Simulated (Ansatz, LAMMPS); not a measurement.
# Electronic structure of K+ triflate in vinylene carbonate and dimethyl carbonate and a fluorinated ether (TTE) at 380 K (149 atoms)

Aim: energy, forces, charges and density of states of K+ triflate in vinylene carbonate and dimethyl carbonate and a fluorinated ether (TTE) at 380 K (149 atoms) at a fixed geometry.

Main program and level: Ansatz 0.2.0; Kohn-Sham DFT, r2SCAN+D4, PAW (set soft_2), plane waves.

### 1. Set-up

The cell holds 149 atoms: 35 F, 42 C, 28 O, 42 H, 1 S and 1 K. Cell: a = 12.887 Å, b = 12.887 Å, c = 12.887 Å, α = 90.0°, β = 90.0°, γ = 90.0°. 4 vinylene carbonate, 3 dimethyl carbonate, 4 a fluorinated ether (TTE), 1 K+, 1 triflate placed at random, at 1.34 g/cm³; overlaps pushed apart, then 10 ps at 550 K with Joung-Cheatham ions (J. Phys. Chem. B 112, 9020 (2008)); MMFF94 bonds, angles, torsions, charges and radii (Halgren, J. Comput. Chem. 17, 490 (1996)) in harmonic and 12-6 forms; charges of ions scaled by 0.8. Snapshot after 30 ps at 380 K and fixed volume.

Before any run, some limits are plain. The network of contacts between molecules at the start is that of the classical potential that made the cell, and needn't be the one that DFT or experiment would give. The density was typed from a rule of thumb and may lie off the real one at this temperature. Sampling is at Γ alone, for a cell whose shortest periodic width is 13 Å.

### 2. Making the structure

A classical potential makes the cell, at a small fraction of what the same run would cost in DFT.

This step: classical MD, Joung-Cheatham ions (J. Phys. Chem. B 112, 9020 (2008)); MMFF94 bonds, angles, torsions, charges and radii (Halgren, J. Comput. Chem. 17, 490 (1996)) in harmonic and 12-6 forms; charges of ions scaled by 0.8 (LAMMPS 22 Jul 2025 - Update 4).

in.lmp

```
# K+ triflate in vinylene carbonate and dimethyl carbonate and a fluorinated ether (TTE)
units real
atom_style full
boundary p p p
bond_style harmonic
angle_style harmonic
dihedral_style opls
improper_style harmonic
special_bonds lj 0 0 0.5 coul 0 0 0.75
read_data data.lmp
neigh_modify delay 0 every 1 check yes one 4000
comm_modify cutoff 12.0
timestep 0.5
thermo_style custom step time temp pe press density
thermo_modify norm yes
# push overlapping molecules apart
pair_style soft 2.6
pair_coeff * * 0.0
variable a equal ramp(1,60)
fix ad all adapt 1 pair soft a * * v_a
velocity all create 550 50659 mom yes dist gaussian
fix lim all nve/limit 0.03
fix lan all langevin 550 550 50 50660 zero yes
thermo 1000
run 3000 post no
unfix ad
pair_style lj/cut/coul/long 9.0
pair_modify mix arithmetic tail yes
pair_coeff 1 1 0.0801 2.5590   # F
pair_coeff 2 2 0.0678 3.3680   # C
pair_coeff 3 3 0.0763 3.0430   # O
pair_coeff 4 4 0.0216 2.5400   # H
pair_coeff 5 5 0.0678 3.4070   # C
pair_coeff 6 6 0.0763 2.9870   # O
# [... 22 lines left out ...]
compute msd all msd com yes
thermo 7500
fix md all nvt temp 380 380 100
run 30000 post no
print "== T380: mean square displacement over the hold $(c_msd[4]:%.2f) A^2"
unfix md
uncompute msd
write_dump all custom T380.dump id type xs ys zs modify sort id
```

The run is started by

```bash
$ lmp -in in.lmp -log none -nocite
```

What it wrote:

```text
LAMMPS (22 Jul 2025 - Update 4)
Reading data file ...
  orthogonal box = (0 0 0) to (12.88683 12.88683 12.88683)
  149 atoms
  orthogonal box = (0 0 0) to (12.88683 12.88683 12.88683)
  140 bonds
  231 angles
  219 dihedrals
  15 impropers
   Step          Time           Temp          PotEng         Press         Density
         0   0              550            0.50384474    -1736.676       1.3429993
      1000   500            507.53471      1.7002022      8560.4282      1.3429993
      2000   1000           523.86087      1.6733497      7860.0023      1.3429993
      3000   1500           484.85696      1.9940911      5039.4447      1.3429993
[... 30 lines left out ...]
Loop time of 4.18541 s on 1 MPI rank(s) for 10000 steps with 149 atoms
   Step          Time           Temp          PotEng         Press         Density
[... 4 lines left out ...]
Loop time of 2.06156 s on 1 MPI rank(s) for 5000 steps with 149 atoms
   Step          Time           Temp          PotEng         Press         Density
[... 2 lines left out ...]
     30000   29000          378.65384      2.9283044     -4729.222       1.3429993
     37500   36500          335.40787      3.1137473     -7465.8974      1.3429993
     45000   44000          384.93939      2.8883823     -4114.1158      1.3429993
     47000   46000          403.23742      2.9542825     -4210.2199      1.3429993
Loop time of 12.2945 s on 1 MPI rank(s) for 30000 steps with 149 atoms
== T380: mean square displacement over the hold 28.22 A^2
```

It took 20 s on 1 thread of Arm Neoverse V2, shared host; peak memory 0.13 GiB.

The input also reads data.lmp (atoms, bonds and types; not printed here).

### 3. Plane-wave single point

The electrons are solved once, with the atoms held.

input.yaml

```yaml
crystal:
  lattice:
    - [12.88683, 0.0, 0.0]
    - [0.0, 12.88683, 0.0]
    - [0.0, 0.0, 12.88683]
  atoms:
    - { symbol: F, position: [0.3482, 0.7343, 0.8138] }
    - { symbol: C, position: [0.33074, 0.7464, 0.7124] }
    - { symbol: F, position: [0.22562, 0.773, 0.70098] }
    - { symbol: C, position: [0.34612, 0.64124, 0.66276] }
    - { symbol: F, position: [0.30834, 0.55976, 0.71933] }
    - { symbol: F, position: [0.45212, 0.6216, 0.64971] }
    - { symbol: O, position: [0.29392, 0.64296, 0.56754] }
    - { symbol: C, position: [0.32005, 0.55053, 0.50817] }
    - { symbol: C, position: [0.26937, 0.54823, 0.40218] }
    - { symbol: F, position: [0.28792, 0.45384, 0.35929] }
    - { symbol: F, position: [0.31764, 0.61073, 0.33876] }
    - { symbol: C, position: [0.15232, 0.58117, 0.4125] }
    - { symbol: F, position: [0.09198, 0.51758, 0.4763] }
    - { symbol: F, position: [0.11023, 0.57368, 0.31241] }
    - { symbol: H, position: [0.37719, 0.80919, 0.67664] }
    - { symbol: H, position: [0.40061, 0.5495, 0.49442] }
    - { symbol: H, position: [0.30217, 0.47608, 0.54868] }
    - { symbol: H, position: [0.13842, 0.6603, 0.43179] }
    - { symbol: F, position: [0.67635, 0.79597, 0.98871] }
    - { symbol: C, position: [0.64455, 0.76108, 0.89018] }
    - { symbol: F, position: [0.66813, 0.65935, 0.88223] }
    - { symbol: C, position: [0.68956, 0.8313, 0.80523] }
    - { symbol: F, position: [0.79132, 0.81325, 0.78065] }
    - { symbol: F, position: [0.69527, 0.93129, 0.83418] }
    - { symbol: O, position: [0.62372, 0.82367, 0.71143] }
    - { symbol: C, position: [0.68045, 0.88531, 0.63292] }
    - { symbol: C, position: [0.62915, 0.90444, 0.52891] }
    - { symbol: F, position: [0.53492, 0.94645, 0.54908] }
    - { symbol: F, position: [0.60357, 0.81128, 0.4855] }
    - { symbol: C, position: [0.68759, 0.9718, 0.45311] }
    - { symbol: F, position: [0.69783, 0.06979, 0.49055] }
    - { symbol: F, position: [0.63113, 0.9806, 0.36142] }
    [... 111 atom lines left out ...]
    - { symbol: O, position: [0.87413, 0.01792, 0.5893] }
    - { symbol: C, position: [0.02629, 0.8928, 0.5621] }
    - { symbol: F, position: [0.95404, 0.81148, 0.55909] }
    - { symbol: F, position: [0.11287, 0.86365, 0.50974] }
    - { symbol: F, position: [0.05503, 0.89395, 0.66118] }
    - { symbol: K, position: [0.77923, 0.21351, 0.56447] }
kpoints:
  mp_grid: { grid: [1, 1, 1] }
hamiltonian:
  xc: r2scan
  dispersion: d4
scf:
  occupations: { method: fixed }
output:
  forces: true
  stress: true
  populations: true
  dos:
    method: { smearing: { sigma: 0.1 } }
    de: 0.1
    projected: { site_lists: { C: [C], F: [F], H: [H], K: [K], O: [O] } }
  eigenvalues: true
  write_density: true
  write_potential: true
  volumetric_format: npy
```

The run is started by

```bash
$ ansatz run input.yaml --threads 8 --pin off --max-ram 15872MiB --backend cpu --events-out ev --progress --plain --runs-dir out
```

What it wrote:

```text
Engine: ansatz 0.2.0, aarch64-unknown-linux-gnu
Pseudopotentials: kind: paw
Pseudopotential: F, paw, valence charge 7, recommended cutoff 500 eV (meta_gga), F.paw.azcp
Pseudopotential: C, paw, valence charge 4, recommended cutoff 500 eV (meta_gga), C.paw.azcp
Pseudopotential: O, paw, valence charge 6, recommended cutoff 500 eV (meta_gga), O.paw.azcp
Pseudopotential: H, paw, valence charge 1, recommended cutoff 500 eV (meta_gga), H.paw.azcp
Pseudopotential: S, paw, valence charge 6, recommended cutoff 500 eV (meta_gga), S.paw.azcp
Pseudopotential: K, paw, valence charge 9, recommended cutoff 500 eV (meta_gga), K.paw.azcp
[... 6 lines on functional and potentials left out ...]
Crystal: 149 atoms, lattice volume = 2140.121 Å³
Basis set: ecut = 500 eV, 54435 PW (Γ), exchange–correlation on 384×384×384 points (64 copies of the dense FFT grid, shifted against one another)
Bands: 468, of which v1, the nominal top of the filled ones, is band 319 counted from 1 (318 counted from 0)
Symmetry: 1 space group operations
Space group: P1 (ITA 1), of the structure as read, at distance tolerance 1.3e-4 Å
k-points: 1
[... 18 lines on functional and potentials left out ...]
Initial density: superposition of atomic densities (neutral atoms: chi_scale 0, normalization atom), corrected by the library's trained network
Initial wavefunctions: pseudopotential atomic-orbital guess
Functional: x = r2scan, c = r2scan; τ floored in thin density (d = 2e-4 eV/Å³)
SCF iter   1: F=—  HF=-57907.745896 eV  |F-HF|=—  |Δ(HF+E_count)|=         —  Δρ=1.02e-2  dr2=2.15e0  dr2_τ=1.30e1  ethr=1.77e-3  ⟨swp⟩=4.0  Hψ=1693  notcnv=0  defer=145
preconditioner: auto → Resta (q_TF=auto, 2.230 Å⁻¹)  ε∞=2.3  [insulator: Δε(μ)=5.105 eV  Ē_g=16.341 eV  n_scr=388 (ndim 8)  ℏωp=18.9 eV  f_vac=0.379  ε∞_Penn≈2.3]
SCF iter   2: F=—  HF=-57907.756940 eV  |F-HF|=—  |Δ(HF+E_count)|=   1.10e-2  Δρ=4.88e-3  dr2=2.85e-1  dr2_τ=6.87e-2  ethr=3.37e-4  ⟨swp⟩=3.0  Hψ=850  notcnv=0  defer=143
SCF iter   3: F=—  HF=-57907.753343 eV  |F-HF|=—  |Δ(HF+E_count)|=   3.60e-3  Δρ=2.16e-3  dr2=8.74e-2  dr2_τ=6.19e-3  ethr=4.47e-5  ⟨swp⟩=3.0  Hψ=602  notcnv=0  defer=147
SCF iter   4: F=—  HF=-57907.764983 eV  |F-HF|=—  |Δ(HF+E_count)|=   1.16e-2  Δρ=9.55e-4  dr2=1.97e-2  dr2_τ=2.55e-3  ethr=1.37e-5  ⟨swp⟩=3.0  Hψ=602  notcnv=0  defer=147
SCF iter   5: F=—  HF=-57907.766771 eV  |F-HF|=—  |Δ(HF+E_count)|=   1.79e-3  Δρ=3.17e-4  dr2=2.54e-3  dr2_τ=1.97e-4  ethr=3.09e-6  ⟨swp⟩=2.0  Hψ=825  notcnv=0  defer=147
SCF iter   6: F=—  HF=-57907.769053 eV  |F-HF|=—  |Δ(HF+E_count)|=   2.28e-3  Δρ=1.21e-4  dr2=3.76e-4  dr2_τ=3.15e-5  ethr=3.99e-7  ⟨swp⟩=2.0  Hψ=608  notcnv=0  defer=147
SCF iter   7: F=—  HF=-57907.769773 eV  |F-HF|=—  |Δ(HF+E_count)|=   7.21e-4  Δρ=8.15e-5  dr2=1.22e-4  dr2_τ=1.56e-5  ethr=5.89e-8  ⟨swp⟩=2.0  Hψ=614  notcnv=0  defer=147
SCF iter   8: F=—  HF=-57907.769847 eV  |F-HF|=—  |Δ(HF+E_count)|=   7.39e-5  Δρ=1.89e-5  dr2=8.40e-6  dr2_τ=7.54e-7  ethr=1.91e-8  ⟨swp⟩=2.0  Hψ=612  notcnv=0  defer=144
SCF iter   9: F=—  HF=-57907.773081 eV  |F-HF|=—  |Δ(HF+E_count)|=   3.23e-3  Δρ=1.18e-5  dr2=2.75e-6  dr2_τ=3.11e-7  ethr=1.32e-9  ⟨swp⟩=2.0  Hψ=748  notcnv=0  defer=143
SCF iter  10: F=—  HF=-57907.773086 eV  |F-HF|=—  |Δ(HF+E_count)|=   5.51e-6  Δρ=3.14e-6  dr2=2.56e-7  dr2_τ=2.45e-8  ethr=4.30e-10  ⟨swp⟩=2.0  Hψ=640  notcnv=0  defer=144
SCF iter  11: F=-57907.773088 eV  HF=-57907.773087 eV  |F-HF|=2.60e-7  |Δ(HF+E_count)|=   1.45e-6  Δρ=1.33e-6  dr2=4.38e-8  dr2_τ=3.61e-9  ethr=1.57e-11  ⟨swp⟩=24.0  Hψ=4571  notcnv=0
SCF 1 converged in 11 iterations: F = -57907.773088 eV  dr2 = 4.38e-8
  greatest PAW one-centre occupation: 0.989 electrons in one spin orbital (limit 2), on the K atom at site 148 (counted from 0), in its partial waves of l = 0
WARN: The output density's exchange-correlation potential varies sharply where the density is thin. Do not read a vacuum level from v_tot or v_xc, or from such a field of the output density. On a cell that repeats whose density bears no net charge and no dipole along the vacuum's axis use v_es (v_loc + v_h of the components); [...]
SCF converged after 11 iterations
Free energy (F): -57907.773088 eV
Harris-Foulkes:  -57907.773087 eV  (|F-HF|=2.60e-7)
Internal energy: -57907.773088 eV  (E = F + TS)
E sigma→0 (E₀):  -57907.773088 eV
Fermi energy:    -0.967108 eV
--- Per-component energies (eV) ---
  E_band       = -7161.199653
  E_kinetic    = 16887.027660
  E_local      = -79578.941635  (includes V_loc(G=0)·N_el)
  E_nonlocal   = 5095.812017
  E_hartree    = 32017.504420
  E_xc         = -7338.702516
  E_vxc        = -10520.797086  (∫ρ·V_xc dr)
  E_paw        = -17232.908133  (= ΣΔE_a)
  E_vpaw       = -3795.439595  (= ΣTr[D̂ρ^β])
  E_aug_tail   = 0.044656  (compensation charges beyond the density's cutoff)
  E_vtau       = 716.092362  (kinetic-family band-sum trace: ∫τ·v_τ [+ j·A + Jᵃ·Aᵃ] dr)
  E_ewald      = -7751.195890
  E_disp       = -3.074167  (pairwise vdW)
  E_core_change = -3.339498  (= ΣΔE_core)
  E_smearing   = -0.000000  (= −TS)
  E_closure    = 0.000000  (closes the sum)
  Σ components = -57907.773088   (vs F -57907.773088, Δ=0.00e0)
--- Forces (eV/Å), atoms counted from 1 ---
  atom   1  F      0.38018011     0.32983017     0.51794482
  atom   2  C     -1.57004866     0.55219338    -0.36412964
  atom   3  F      1.54803418    -0.24431323     0.23698287
  atom   4  C     -0.09552134    -1.32409251    -2.14044715
  atom   5  F      0.47904174     0.90184509     0.05872189
  atom   6  F     -1.36729862     0.43472358     0.40581158
  atom   7  O      0.99383902    -0.90492430     0.33064183
  atom   8  C     -0.50125161    -0.99467935     0.65549275
  atom   9  C     -0.79133987    -0.54764995     2.11013458
  atom  10  F     -1.18208579    -0.47696687     0.56728294
  atom  11  F      0.34341717     2.22227618    -1.26821924
  atom  12  C     -1.10094506    -1.64395806    -1.84198197
  atom  13  F      1.44639411     0.75637942    -0.92789419
  atom  14  F      0.24646506    -0.34242926     0.66179543
[...]
atom 148  F     -0.09713570     0.94533806     0.14687010
  atom 149  K      0.41615437     0.75964508     0.18510837
  max |Σ_I F_I| component: 1.40e-4 eV/Å
--- Stress (GPa, compression-positive) ---
       -1.885637      -0.054862      -0.682660
       -0.054863      -0.657533       0.795165
       -0.682660       0.795166      -1.778447
  P = ⅓ Tr σ = -1.4405 GPa (-14.405 kbar)
--- Band table (eV) ---
  k-point 0: bands = ["-30.3376", "-29.6056", "-29.5411", "-29.4496", [... 452 levels ...], "10.0240", "10.0577", "10.0991", "10.1263", "10.1611", "10.1823", "10.2175", "10.2300", "10.2760", "10.3183", "10.3559", "10.3616"]
--- Löwdin populations: 149 sites ---
  site symbol       q [e]
     0      F      7.2404
     1      C      3.4971
     2      F      7.2732
[...]
148      K      8.1285
  spilling = 0.011823 (of n_electrons = 638.000000)
```

The job ended after 55 s (8 threads of Arm Neoverse V2, shared host; peak memory 6.1 GiB).

The program notes that the exchange-correlation potential is rough where the density is thin.

The run gave:

| Item | Value |
| --- | --- |
| free energy | -57907.7731 eV |
| free energy per atom | -388.6428 eV/atom |
| SCF cycles | 11 |
| pressure | -1.441 GPa |
| r.m.s. force component | 1.134 eV/Å |
| longest force | 4.813 eV/Å |
| Fermi energy | -0.9671 eV |
| gap (highest filled to lowest empty level) | 5.03 eV |
| spilling of the projection | 0.01182 |

Neighbours are counted within 1.82 Å (C-C), 1.34 Å (C-H), 1.62 Å (C-F), 1.73 Å (C-O), 2.17 Å (C-S), 3.04 Å (F-K), 3.15 Å (O-K), 1.88 Å (O-S).

Length of the force by element and coordination:

| element | coordination | atoms | mean length of the force (eV/Å) | spread | least | most |
| --- | --- | --- | --- | --- | --- | --- |
| C | all | 42 | 2.40 | 0.971 | 0.759 | 4.73 |
| C | 3 | 15 | 2.69 | 1.19 | 0.969 | 4.73 |
| C | 4 | 27 | 2.23 | 0.778 | 0.759 | 3.78 |
| F | all | 35 | 1.31 | 0.435 | 0.515 | 2.58 |
| F | 1 | 34 | 1.32 | 0.44 | 0.515 | 2.58 |
| F | 2 | 1 | 1.13 | 0 | 1.13 | 1.13 |
| H | all | 42 | 1.04 | 0.491 | 0.141 | 2.03 |
| K | all | 1 | 0.886 | 0 | 0.886 | 0.886 |
| O | all | 28 | 2.12 | 0.905 | 0.825 | 4.08 |
| O | 1 | 6 | 1.86 | 0.629 | 0.897 | 2.66 |
| O | 2 | 22 | 2.19 | 0.955 | 0.825 | 4.08 |
| S | all | 1 | 4.81 | 0 | 4.81 | 4.81 |

Löwdin charges by element and coordination (they lack the spilled electrons, 0.051 e an atom on average):

| element | coordination | atoms | mean charge (e) | spread | least | most |
| --- | --- | --- | --- | --- | --- | --- |
| C | all | 42 | 0.341 | 0.375 | -0.234 | 0.794 |
| C | 3 | 15 | 0.368 | 0.358 | 0.0055 | 0.757 |
| C | 4 | 27 | 0.326 | 0.383 | -0.234 | 0.794 |
| F | all | 35 | -0.256 | 0.0174 | -0.289 | -0.214 |
| F | 1 | 34 | -0.256 | 0.0176 | -0.289 | -0.214 |
| F | 2 | 1 | -0.262 | 0 | -0.262 | -0.262 |
| H | all | 42 | 0.221 | 0.0208 | 0.160 | 0.256 |
| K | all | 1 | 0.872 | 0 | 0.872 | 0.872 |
| O | all | 28 | -0.368 | 0.175 | -0.847 | -0.203 |
| O | 1 | 6 | -0.535 | 0.188 | -0.802 | -0.379 |
| O | 2 | 22 | -0.323 | 0.141 | -0.847 | -0.203 |
| S | all | 1 | 2.35 | 0 | 2.35 | 2.35 |

States in the cell by windows of 1 eV, zero at the Fermi level; the larger projections on atomic orbitals stand beside the total:

| from (eV) | to (eV) | total | F p | O p | C p | H s | C s |
| --- | --- | --- | --- | --- | --- | --- | --- |
| -18 | -17 | 0.0 | 0.0 | 0.0 | 0.0 | 0.0 | 0.0 |
| -17 | -16 | 1.3 | 0.1 | 0.1 | 0.2 | 0.1 | 0.6 |
| -16 | -15 | 7.3 | 0.8 | 0.5 | 1.4 | 0.5 | 3.2 |
| -15 | -14 | 15.0 | 1.4 | 1.3 | 2.8 | 1.0 | 6.6 |
| -14 | -13 | 9.0 | 0.7 | 2.1 | 0.7 | 1.1 | 3.2 |
| -13 | -12 | 13.6 | 1.7 | 0.6 | 1.5 | 1.2 | 3.1 |
| -12 | -11 | 21.5 | 3.5 | 4.8 | 3.5 | 2.1 | 4.5 |
| -11 | -10 | 18.6 | 5.0 | 3.8 | 4.0 | 0.7 | 2.0 |
| -10 | -9 | 30.9 | 14.8 | 2.0 | 9.9 | 1.3 | 0.5 |
| -9 | -8 | 42.4 | 18.9 | 4.7 | 11.8 | 2.6 | 1.2 |
| -8 | -7 | 41.8 | 13.4 | 9.8 | 13.0 | 2.4 | 0.7 |
| -7 | -6 | 32.2 | 8.2 | 8.3 | 8.8 | 4.0 | 0.9 |
| -6 | -5 | 68.1 | 36.4 | 16.1 | 8.0 | 3.0 | 0.4 |
| -5 | -4 | 93.4 | 59.4 | 18.0 | 9.6 | 3.5 | 0.8 |
| -4 | -3 | 40.7 | 14.9 | 11.3 | 9.4 | 3.7 | 0.4 |
| -3 | -2 | 27.9 | 7.0 | 10.8 | 5.7 | 3.0 | 0.3 |
| -2 | -1 | 35.1 | 1.5 | 28.5 | 2.3 | 1.9 | 0.1 |
| -1 | 0 | 8.9 | 0.0 | 4.9 | 3.8 | 0.0 | 0.0 |
| 0 | 1 | 2.2 | 0.0 | 1.5 | 0.7 | 0.0 | 0.0 |
| 1 | 4 | 0.0 | 0.0 | 0.0 | 0.0 | 0.0 | 0.0 |
| 4 | 5 | 0.7 | 0.0 | 0.2 | 0.3 | 0.0 | 0.0 |

With fixed occupations the program's Fermi level is the highest filled level; weight inside the gap is the broadening of levels at its edges.

Between -26 and -18 eV lie 73 more states.

The stored curve holds about 583 of the 638 electrons; the rest, give or take the few that broadening carries across the Fermi level, lie in deeper levels below its range.

Not all projections were asked for or kept, so they needn't add up to the total.

The levels nearest the highest filled one (over half full), pooled over k-points and spins:

| level less the highest filled one (eV) | occupation |
| --- | --- |
| -1.04 | 2 |
| -0.346 | 2 |
| -0.259 | 2 |
| -0.165 | 2 |
| -0.0238 | 2 |
| 0 | 2 |
| 5.03 | 0 |
| 5.08 | 0 |
| 5.12 | 0 |
| 5.19 | 0 |
| 5.22 | 0 |
| 5.29 | 0 |

Electrostatic potential energy in the bc plane at fractional x = 0.308, with atoms of F and O and C and H within 0.2 Å of it. With pseudopotentials it is smooth inside the atoms' cores, unlike the true potential.

Values in eV, 13 rows by 16 columns, each cell a mean:
```
 -5  -2   4   4   4   5   5   5   4   1  -7  -5   5  -5 -40 -13
-29 -28   4   5   4   3   5   5   5   5   4   2   4   4  -3  -7
  1   1   5   5   4   4   5   5   4   3   4 -13  -7   3   3   2
  5   5   4   5   5   5   5   5 -23 -33  -7 -24 -28   1   4   5
  5   0 -17   0   5   5   5   4   0 -10 -26  -7  -5   3   5   5
  4  -3 -20  -3   4   5   4 -14 -12 -19 -39  -2   5   5   5   5
-26 -27 -31   0   5   5   4  -2 -29 -25  -3   5   6   5   5  -3
-26  -9  -8   3   5   6   2 -11 -19 -16   1   5   5   3   0  -7
-18  -6   4   5   5   5  -4 -28  -7 -34 -21   5   4  -5 -19  -7
 -4  -4   4   3  -5   3   5   5   5   2   3   5   4   1  -1   2
  4   4   4   3  -3   3   5   5   5   5   5   5   3   3   2   3
  5   5   4   2   3   4   5   5   5   5   5   5   5   5   4   4
  3   4   4   3   4   5   5   5   4   1  -2   0   5   4  -4  -1
```
Columns run along b (12.9 Å; values clipped at the 3rd and 97th percentile), rows up along c (12.9 Å). Atoms in or near the plane, at fractional coordinates: F at (0.56, 0.72), O at (0.64, 0.57), C at (0.55, 0.51), F at (0.61, 0.34), H at (0.48, 0.55), O at (0.02, 0.46), H at (0.05, 0.30), H at (0.68, 0.98), O at (0.90, 0.96), O at (0.06, 0.87).

[end of part 1 of 2]

[Logs are printed without paths, hosts, clocks, repeated set-up lines and the standing remarks that a program may print on its own settings, such as how far it seeks lower states.]

[Hosts, paths, dates, database ids (printed as entryN), source tags and the programs' standing remarks are cut or masked in the printed files.]

[The MMFF94 radii named for the starting cell were scaled by 0.96; in molecules described by MMFF94, hydrogen bound to N, O or S took a small fixed 12-6 site in their place.]
